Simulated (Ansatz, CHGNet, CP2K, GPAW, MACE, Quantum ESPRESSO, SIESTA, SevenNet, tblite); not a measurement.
# Ge(100) slab, H on both faces (90 atoms), the built cell with every atom moved at random

The starting structure: Diamond-structure Ge (a = 5.658 Å), (100) slab of 6 atomic planes, 3 x 3 surface cells, H on the broken bonds of both faces, 12 Å of vacuum; displaced by a Gaussian of 0.02 Å. Then every atom was moved at random, 0.03 Å r.m.s. a Cartesian component (hydrogen 0.6 of that).

Calculated values (Ansatz 0.2.0, Kohn-Sham DFT, PBE, PAW, plane waves; cutoff 420 eV, Γ point, fermi-dirac smearing of 0.05 eV) for the built cell with every atom moved at random.

Extended XYZ; positions in Å, forces in eV/Å, q the Löwdin charge in e:

```xyz
90
Lattice="12.002 0.000 0.000 0.000 12.002 0.000 0.000 0.000 20.839" Properties=species:S:1:pos:R:3:charge:R:1:forces:R:3 pbc="T T T"
Ge 1.999 2.071 6.889 0.19 -0.111 -1.517 0.566
Ge 0.049 2.032 8.295 -0.01 -0.860 -0.469 0.161
Ge 12.002 4.012 9.740 0.03 -0.037 -0.158 -0.373
Ge 2.094 0.015 11.138 0.03 -0.564 -0.112 -0.162
Ge 2.015 2.003 12.490 -0.01 0.662 0.304 0.805
Ge 0.065 2.037 13.970 0.16 -0.253 -1.055 0.290
Ge 2.037 5.984 6.872 0.18 -0.324 -0.199 1.965
Ge 11.978 5.969 8.322 -0.01 0.484 0.575 -0.305
Ge 0.050 8.011 9.750 0.02 -0.522 -0.279 -0.498
Ge 1.963 4.054 11.145 0.02 0.729 -0.550 -0.422
Ge 2.018 5.997 12.525 0.00 0.550 0.420 0.295
Ge 0.080 6.007 13.923 0.18 -0.685 0.629 -0.315
Ge 1.994 9.968 6.889 0.16 0.764 0.362 -0.354
Ge 0.046 9.974 8.256 0.00 -0.495 0.064 0.548
Ge 0.086 11.965 9.736 0.01 -0.480 0.263 -0.292
Ge 2.046 7.966 11.073 0.03 0.320 0.560 0.394
Ge 2.044 10.041 12.517 -0.01 0.085 -0.677 0.409
Ge 0.026 10.009 13.960 0.18 -0.007 0.087 -0.619
Ge 6.004 2.058 6.892 0.18 -0.560 -1.867 1.399
Ge 3.932 2.035 8.323 0.00 0.863 -0.243 -0.421
Ge 4.039 4.013 9.699 0.03 -0.991 0.176 0.224
Ge 6.022 0.026 11.109 0.02 -0.012 -0.402 0.056
Ge 6.016 1.985 12.524 0.00 0.841 0.157 0.266
Ge 4.116 1.968 13.935 0.16 -1.244 -0.302 0.052
Ge 5.986 6.014 6.894 0.18 0.316 0.281 -0.009
Ge 4.054 5.998 8.287 0.00 -0.603 -0.220 -0.270
Ge 4.031 7.994 9.605 0.03 0.274 -0.466 1.276
Ge 5.957 3.981 11.107 0.03 0.471 0.040 0.532
Ge 6.074 5.979 12.518 0.00 -0.699 -0.223 0.432
Ge 4.016 5.971 13.974 0.18 0.406 0.512 -1.081
Ge 5.995 10.044 6.857 0.19 0.285 -1.167 0.587
Ge 4.064 9.947 8.306 0.00 -0.703 1.081 -0.644
Ge 4.014 0.006 9.706 0.03 0.381 -0.188 -0.275
Ge 6.017 7.984 11.158 0.01 0.071 0.276 -0.573
Ge 6.060 10.014 12.539 -0.01 -0.634 0.057 -0.003
Ge 4.043 10.053 13.987 0.18 0.077 -0.391 -1.303
Ge 9.960 1.990 6.865 0.17 0.693 0.480 0.283
Ge 7.991 2.030 8.257 -0.01 0.072 -0.179 0.853
Ge 7.965 4.012 9.780 0.01 0.531 0.073 -0.765
Ge 10.010 11.964 11.170 0.03 0.519 0.641 -0.766
Ge 10.079 1.991 12.512 -0.01 -0.483 0.083 0.740
Ge 8.032 1.991 14.019 0.17 0.290 0.339 -1.196
Ge 10.003 6.017 6.870 0.17 -0.312 -0.837 0.639
Ge 7.952 6.048 8.294 -0.01 0.638 -0.387 0.219
Ge 8.066 8.030 9.730 0.02 -0.885 -0.033 -0.273
Ge 10.045 4.013 11.139 0.03 -0.620 -0.159 0.007
Ge 10.017 5.987 12.565 0.00 0.700 0.216 -0.190
Ge 8.064 5.985 13.921 0.17 -0.380 -0.039 0.536
Ge 10.023 9.918 6.879 0.17 -0.104 3.177 1.052
Ge 7.979 10.011 8.275 0.00 0.415 -0.024 0.086
Ge 8.024 11.982 9.745 0.02 0.078 0.486 -0.661
Ge 10.003 7.991 11.123 0.02 0.658 0.283 0.423
Ge 10.009 10.048 12.545 0.00 0.437 -1.008 0.253
Ge 8.038 9.979 13.906 0.17 -0.089 0.707 0.461
H 1.978 0.767 6.036 -0.04 0.049 0.493 0.065
H 1.995 3.268 6.049 -0.03 0.039 0.718 -0.892
H 0.006 0.694 14.899 -0.04 0.096 1.247 -0.543
H 0.010 3.303 14.851 -0.03 0.058 -0.395 0.008
H 2.048 7.216 6.080 -0.04 -0.003 0.726 -0.851
H 2.011 4.737 6.086 -0.04 0.039 -0.458 -0.773
H 0.060 4.797 14.802 -0.04 0.045 -0.358 0.421
H 0.019 7.223 14.859 -0.04 0.069 -0.168 0.022
H 2.005 11.255 5.968 -0.04 0.020 -0.689 0.274
H 2.014 8.708 5.991 -0.04 -0.008 0.434 -0.033
H 0.016 8.752 14.819 -0.04 0.015 0.058 0.155
H 0.010 11.244 14.868 -0.04 0.026 -0.118 0.125
H 6.031 0.790 6.013 -0.05 -0.053 0.318 -0.031
H 6.036 3.203 6.033 -0.04 -0.001 1.404 -1.268
H 4.055 0.737 14.906 -0.04 0.052 0.640 -0.279
H 4.019 3.215 14.808 -0.04 0.097 -0.053 0.141
H 6.010 4.754 6.057 -0.04 0.013 0.028 -0.299
H 6.020 7.259 5.983 -0.04 -0.073 -0.322 -0.059
H 4.015 4.748 14.834 -0.04 -0.036 -0.290 0.481
H 4.092 7.241 14.810 -0.04 -0.098 -0.051 0.213
H 6.059 8.733 6.023 -0.04 -0.053 0.547 -0.020
H 6.041 11.260 6.016 -0.03 -0.051 0.532 -0.627
H 4.114 8.821 14.840 -0.04 -0.059 -0.319 0.427
H 4.029 11.273 14.840 -0.04 -0.014 0.354 0.537
H 9.981 0.724 5.998 -0.04 -0.012 0.143 -0.130
H 9.998 3.279 5.981 -0.04 -0.023 -0.570 0.054
H 8.071 0.758 14.891 -0.04 -0.052 -0.134 0.316
H 8.064 3.259 14.875 -0.04 -0.065 -0.174 0.135
H 9.990 7.235 5.998 -0.04 0.053 0.207 -0.444
H 10.028 4.734 5.983 -0.04 -0.017 0.530 0.085
H 8.080 4.753 14.872 -0.04 -0.035 0.448 -0.139
H 7.996 7.257 14.809 -0.04 0.036 -0.438 -0.093
H 10.072 11.287 5.974 -0.05 -0.029 -1.305 0.545
H 10.044 8.786 6.023 -0.04 0.012 -1.624 -1.461
H 8.011 11.262 14.816 -0.04 -0.006 -0.677 -0.208
H 8.023 8.753 14.820 -0.04 0.017 0.137 0.106
```

Only the Γ point is sampled, in a cell whose shortest periodic width is 12 Å. The Löwdin charges lack the electrons that the projection spills, 0.023 e an atom on average.

The r.m.s. force component is 0.569 eV/Å; the longest force, 3.35 eV/Å, acts on Ge49.

[Logs are printed without paths, hosts, clocks, repeated set-up lines and the standing remarks that a program may print on its own settings, such as how far it seeks lower states.]

[Hosts, paths, dates, database ids (printed as entryN), source tags and the programs' standing remarks are cut or masked in the printed files.]
